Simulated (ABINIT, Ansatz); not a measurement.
# Quasiparticle gap of CdF2 (Fm-3m) in ABINIT, part 3 of 3

Aim: the G0W0 gap of CdF2 (Fm-3m) on PBE, step by step.

ABINIT 10.8.3; PBE and many-body steps on it, plane waves. Known limits of the many-body steps: not at the basis limit; d shell near the gap, gap tends to lie low; no spin-orbit coupling; coarse k mesh.

So far. Step 3 (Bands along the symmetry lines): The gap is 3.124 eV, −0.020 eV from the run before at this level. Step 4 (Empty states on the mesh, 4×4×4 mesh, 100 bands): On this mesh the gap is 3.124 eV.

## 5. Screening, 4×4×4 mesh, 92 bands, screening to 149.7 eV

The RPA dielectric matrix is built and inverted for each q.

This step: RPA screening on PBE, plane waves, norm-conserving pseudopotentials.

run.abi

```
acell 3*1.0 Angstrom
rprim 
  0.000000000000 2.694000000000 2.694000000000
  2.694000000000 0.000000000000 2.694000000000
  2.694000000000 2.694000000000 -0.000000000000
ntypat 2
znucl 48 9
natom 3
typat 1 2 2
xred 
  0.000000000000 0.000000000000 0.000000000000
  0.250000000000 0.250000000000 0.250000000000
  0.750000000000 0.750000000000 0.750000000000
pp_dirpath "pseudos"
pseudos "Cd.upf, F.upf"
ecut 47
ngkpt 4 4 4
nshiftk 1
shiftk 0 0 0
kptopt 1
chksymbreak 0
istwfk *1
occopt 1
irdwfk 1
optdriver 3
nband 92
ecuteps 5.5
inclvkb 2
awtr 1
symchi 1
indata_prefix "in"
outdata_prefix "out"
tmpdata_prefix "tmp"
```

On the command line:

```
OMP_NUM_THREADS=1 mpirun -n 8 abinit run.abi > log
```

Numbers of over 12 decimals in the logs are rounded to 6 here.

The program printed:

```text
.Version 10.8.3 of ABINIT. v10.8.2 released Aug 2026.

 Symmetries : space group Fm -3 m (#225); Bravais cF (face-center cubic)
[... echo of the input left out ...]
== DATASET  1 ==================================================================
-   mpi_nproc: 8, omp_nthreads: 1 (-1 if OMP is not activated)

--- !DatasetInfo
iteration_state: {dtset: 1, }
dimensions: {natom: 3, nkpt: 8, mband: 92, nsppol: 1, nspinor: 1, nspden: 1, mpw: 4092, }
cutoff_energies: {ecut:  47.0, pawecutdg:  -1.0, }
electrons: {nelect:   3.40000000E+01, charge:   0.00000000E+00, occopt:   1.00000000E+00, tsmear:   1.00000000E-02, }

 SCREENING: Calculation of the susceptibility and dielectric matrices

 Based on a program developped by R.W. Godby, V. Olevano, G. Onida, and L. Reining.
 Incorporated in ABINIT by V. Olevano, G.-M. Rignanese, and M. Torrent.
.Using double precision arithmetic ; gwpc =  8

[... cell and pseudopotentials left out ...]
--------------------------------------------------------------------------------

 ==== K-mesh for the wavefunctions ====
 Number of points in the irreducible wedge :     8
[... list of points left out ...]
 Together with 48 symmetry operations and time-reversal symmetry
 yields    64 points in the full Brillouin Zone.

 ==== Q-mesh for the screening function ====
 Number of points in the irreducible wedge :     8
[... list of points left out ...]
 Together with 48 symmetry operations and time-reversal symmetry
 yields    64 points in the full Brillouin Zone.

 setmesh: FFT mesh size selected  =    30x   30x   30
          total number of points  =        27000

 vcoul_init : cutoff-mode = AUXILIARY_FUNCTION
 q-points for optical limit:   1
     1)      0.000010    0.000020    0.000030

- screening: taking advantage of time-reversal symmetry
- Maximum band index for partially occupied states nbvw = 17
- Remaining bands to be divided among processors   nbcw = 75
- Number of bands treated by each node ~9

 Number of electrons calculated from density =   34.0000; Expected =   34.0000
 average of density, n =  0.128843
 r_s =    1.2282
 omega_plasma =   34.6246 [eV]

 calculating chi0 at frequencies [eV] :
  1    0.000000E+00    0.000000E+00
  2    0.000000E+00    3.462465E+01

--------------------------------------------------------------------------------
  q-point number  1        q = ( 0.000000, 0.000000, 0.000000) [r.l.u.]
--------------------------------------------------------------------------------
[... chi0 elements left out ...]
 For q-point:  0.000010 0.000020 0.000030
  dielectric constant =   2.7550
  dielectric constant without local fields =   2.9090

  Average fulfillment of the sum rule on Im[epsilon] for q-point    1 :     55.36  [%]
[... wings left out ...]
  q-point number  2        q = ( 0.250000, 0.000000, 0.000000) [r.l.u.]
--------------------------------------------------------------------------------
[... chi0 elements left out ...]
  Average fulfillment of the sum rule on Im[epsilon] for q-point    2 :     70.20  [%]

 [... 6 further q-points ...]
```

Wall time 13 s (8 MPI ranks of AMD EPYC 7R43, shared host); peak memory 1.6 GiB; 1.7 min of CPU time.

This step gave:

```yaml
eps_infinity_with_local_fields_on_this_mesh_along_the_program_s_q_direction: 2.755
the_same_without_local_fields: 2.909
plasma_frequency: 34.62 eV
plane_waves_in_the_screening_matrix: 169
```

Local fields lower ε∞ by 5 %. On a Γ-centred mesh this coarse the value itself is usually too large, while a short band sum pulls it down.

## 6. Self-energy, 4×4×4 mesh, 92 bands, screening to 149.7 eV

The self-energy is evaluated for the states that the input lists, and the levels follow from it, in one-shot runs by the linearised quasiparticle equation.

This step: G0W0 on PBE, plane waves, norm-conserving pseudopotentials.

Edit run.abi of step 5 so:

```diff
@@ -24,8 +24,17 @@
 irdwfk 1
-optdriver 3
+optdriver 4
 nband 92
+gwcalctyp 0
+ecutsigx 47
+symsigma 1
+nkptgw 2
+kptgw 
+  -0.2500000000 0.5000000000 0.2500000000
+  0.0000000000 0.0000000000 0.0000000000
+bdgw 
+  16 19
+  15 21
 ecuteps 5.5
-inclvkb 2
-awtr 1
-symchi 1
+irdscr 1
+ppmodel 1
 indata_prefix "in"
```

The program printed:

```text
.Version 10.8.3 of ABINIT. v10.8.2 released Aug 2026.

 Symmetries : space group Fm -3 m (#225); Bravais cF (face-center cubic)
[... echo of the input left out ...]
== DATASET  1 ==================================================================
-   mpi_nproc: 8, omp_nthreads: 1 (-1 if OMP is not activated)

--- !DatasetInfo
iteration_state: {dtset: 1, }
dimensions: {natom: 3, nkpt: 8, mband: 92, nsppol: 1, nspinor: 1, nspden: 1, mpw: 4092, }
cutoff_energies: {ecut:  47.0, pawecutdg:  -1.0, }
electrons: {nelect:   3.40000000E+01, charge:   0.00000000E+00, occopt:   1.00000000E+00, tsmear:   1.00000000E-02, }

 SIGMA: Calculation of the GW corrections

 Based on a program developped by R.W. Godby, V. Olevano, G. Onida, and L. Reining.
 Incorporated in ABINIT by V. Olevano, G.-M. Rignanese, and M. Torrent.
.Using double precision arithmetic ; gwpc =  8

[... cell and pseudopotentials left out ...]
--------------------------------------------------------------------------------

 ==== K-mesh for the wavefunctions ====
 Number of points in the irreducible wedge :     8
[... list of points left out ...]
 Together with 48 symmetry operations and time-reversal symmetry
 yields    64 points in the full Brillouin Zone.

 ==== Q-mesh for screening function ====
 Number of points in the irreducible wedge :     8
[... list of points left out ...]
 Together with 48 symmetry operations and time-reversal symmetry
 yields    64 points in the full Brillouin Zone.

 vcoul_init : cutoff-mode = AUXILIARY_FUNCTION
 q-points for optical limit:   1
     1)      0.000010    0.000020    0.000030
 setmesh: FFT mesh size selected  =    45x   45x   45
          total number of points  =        91125

 Number of electrons calculated from density =   34.0000; Expected =   34.0000
 average of density, n =  0.128843
 r_s =    1.2282
 omega_plasma =   34.6246 [eV]

 === KS Band Gaps ===
  >>>> For spin  1
   Minimum direct gap =   3.6194 [eV], located at k-point      :   0.0000  0.0000  0.0000
   Fundamental gap    =   3.1240 [eV], Top of valence bands at :  -0.2500  0.5000  0.2500
                                       Bottom of conduction at :   0.0000  0.0000  0.0000
 SIGMA fundamental parameters:
 PLASMON POLE MODEL  1
 number of plane-waves for SigmaX                 4015
 number of plane-waves for SigmaC and W            169
 number of plane-waves for wavefunctions          4015
 number of bands                                    92
 number of independent spin polarizations            1
 number of spinorial components                      1
 number of k-points in IBZ                           8
 number of q-points in IBZ                           8
 number of symmetry operations                      48
 number of k-points in BZ                           64
 number of q-points in BZ                           64
 number of frequencies for dSigma/dE                 9
 frequency step for dSigma/dE [eV]                0.25
 number of omega for Sigma on real axis              0
 max omega for Sigma on real axis  [eV]           0.00
 zcut for avoiding poles [eV]                     0.10

 EPSILON^-1 parameters (SCR file):
 dimension of the eps^-1 matrix on file            169
 dimension of the eps^-1 matrix used               169
 number of plane-waves for wavefunctions          4015
 number of bands                                    92
 number of q-points in IBZ                           8
 number of frequencies                               2
 number of real frequencies                          1
 number of imag frequencies                          1

 matrix elements of self-energy operator (all in [eV])

 Perturbative Calculation

--- !SelfEnergy_ee
iteration_state: {dtset: 1, }
kpoint     : [  -0.250,    0.500,    0.250, ]
spin       : 1
KS_gap     :    8.101
QP_gap     :   11.379
Delta_QP_KS:    3.278
data: !SigmaeeData |
     Band     E0 <VxcDFT>   SigX SigC(E0)      Z dSigC/dE  Sig(E)    E-E0       E
       16   2.536 -23.138 -30.563   5.803   0.793  -0.261 -24.425  -1.286   1.249
       17   3.135 -24.392 -31.575   5.627   0.803  -0.245 -25.642  -1.249   1.886
       18  11.236 -16.752 -10.745  -3.636   0.856  -0.169 -14.723   2.029  13.265
       19  14.664 -10.958  -6.360  -3.438   0.870  -0.149  -9.949   1.010  15.673

--- !SelfEnergy_ee
iteration_state: {dtset: 1, }
kpoint     : [   0.000,    0.000,    0.000, ]
spin       : 1
KS_gap     :    3.619
QP_gap     :    6.061
Delta_QP_KS:    2.442
data: !SigmaeeData |
     Band     E0 <VxcDFT>   SigX SigC(E0)      Z dSigC/dE  Sig(E)    E-E0       E
       15   2.640 -24.993 -32.322   5.476   0.815  -0.227 -26.503  -1.511   1.129
       16   2.640 -24.993 -32.322   5.476   0.815  -0.227 -26.503  -1.511   1.129
       17   2.640 -24.993 -32.322   5.476   0.815  -0.227 -26.503  -1.511   1.129
       18   6.259 -12.403  -7.938  -3.401   0.875  -0.142 -11.471   0.931   7.190
       19  15.876 -10.202  -4.669  -4.170   0.879  -0.137  -9.003   1.199  17.075
       20  15.876 -10.202  -4.669  -4.170   0.879  -0.137  -9.003   1.199  17.075
       21  15.876 -10.202  -4.669  -4.170   0.879  -0.137  -9.003   1.199  17.075

== END DATASET(S) ==============================================================
================================================================================

 -outvars: echo values of variables after computation  --------
           etotal      0.0000000000E+00
            nband          92
             nkpt           8
          spgroup         225
 [... the other variables as echoed above ...]

 Calculation completed.
```

The job ended after 5.7 s (8 MPI ranks; peak memory 1.5 GiB; 43 s of CPU time).

Numbers from this step:

| Property | Result |
| --- | --- |
| G0W0 gap on the points computed | 5.304 eV |
| starting gap on the mesh | 3.124 eV |
| k of the valence top | -0.25, 0.5, 0.25 |
| k of the conduction bottom | 0, 0, 0 |
| Z at the valence top | 0.803 |
| Z at the conduction bottom | 0.875 |
| least direct G0W0 gap on the computed points | 6.061 eV |

The gap on the mesh goes from 3.12 eV to 5.30 eV, a correction of +2.18 eV.

Limits: finite bands, cutoff and mesh; d shell near the gap, gap tends to lie low; no spin-orbit coupling; coarse k mesh. v1 is the top filled band, c1 the lowest empty one. The levels before and after the correction (eV, zero at the valence-band top of each column):

|  | conduction bottom | valence top |
| --- | --- | --- |
| Kohn-Sham | 3.12 | 0.00 |
| G0W0 | 5.30 | 0.00 |

|  | level | energy (eV) |
| --- | --- | --- |
| Kohn-Sham | (-0.25 0.5 0.25) v2 | -0.599 |
| Kohn-Sham | (-0.25 0.5 0.25) v1 | 0.000 |
| Kohn-Sham | (-0.25 0.5 0.25) c1 | 8.101 |
| Kohn-Sham | (-0.25 0.5 0.25) c2 | 11.529 |
| Kohn-Sham | Γ v3-v1 | -0.496 |
| Kohn-Sham | Γ c1 | 3.124 |
| Kohn-Sham | Γ c2-c4 | 12.741 |
| G0W0 | (-0.25 0.5 0.25) v2 | -0.637 |
| G0W0 | (-0.25 0.5 0.25) v1 | 0.000 |
| G0W0 | (-0.25 0.5 0.25) c1 | 11.379 |
| G0W0 | (-0.25 0.5 0.25) c2 | 13.787 |
| G0W0 | Γ v3-v1 | -0.757 |
| G0W0 | Γ c1 | 5.304 |
| G0W0 | Γ c2-c4 | 15.189 |

## 7. Where the time went

Times are wall times on 8 MPI ranks of AMD EPYC 7R43, shared host, good to a factor of about two.

```
                          step   time  share  memory (GiB)
                  ground state  9.5 s   16 %          0.72
bands along the symmetry lines   13 s   22 %          0.65
      empty states on the mesh   18 s   30 %          0.67
                     screening   13 s   22 %           1.6
                   self-energy  5.7 s   10 %           1.5
```

## 8. What came out

- PBE gap: 3.12 eV, indirect
- G0W0 gap on the mesh: 5.30 eV
- GW settings: 4×4×4 mesh, 92 bands, screening to 149.7 eV, Godby-Needs plasmon pole
- known limits: not at the basis limit; d shell near the gap, gap tends to lie low; no spin-orbit coupling; coarse k mesh

G0W0 moves the gap on the mesh from 3.12 eV to 5.30 eV (+2.18 eV), with Z of 0.80 and 0.88 at the edges. Local fields lower the RPA ε∞ on this mesh from 2.91 to 2.75; a Γ-centred mesh this coarse tends to raise both, most where the direct gap is narrow, while a short band sum lowers them. Only 2 of the mesh's irreducible points were corrected, so a valley elsewhere could overtake. Bands and cutoff are finite, so the gap is not at the basis limit. The miss can reach some tenths of an eV and take either sign; the mesh is an error of its own. In the G0W0 run levels were corrected at 2 k points alone, so a gap called «on the mesh» is the least over those, and an edge elsewhere would be missed. The 4×4×4 mesh is coarse for this cell, which bears on the long-range parts of exchange and screening. A d shell, filled or nearly so, lies near the gap. One-shot GW converges very slowly in bands there, not always from below, and on a semilocal start the gap tends to come out low; starts rich in exact exchange can overshoot instead. The many-body steps are scalar-relativistic: spin-orbit coupling is not in them.

[Paths, hosts, dates, memory and timing lines, banners, echoed tables and standing remarks are left out of the program output.]

[Logs are printed without paths, hosts, clocks, repeated set-up lines and the standing remarks that a program may print on its own settings, such as how far it seeks lower states.]

[Runs of the session that timed out or met a known fault of the program may be left out.]

[Hosts, paths, dates, database ids (printed as entryN), source tags and the programs' standing remarks are cut or masked in the printed files.]

[G0W0 gaps are taken among the corrected bands and points alone; a level outside them can change the order at an edge.]

[Where Ansatz stands beside ABINIT at settings called matched, ABINIT's density can come from a denser mesh and the files from another edition; pairs whose starting gaps differed by over 0.03 eV were left out, so agreement reads better than it is.]
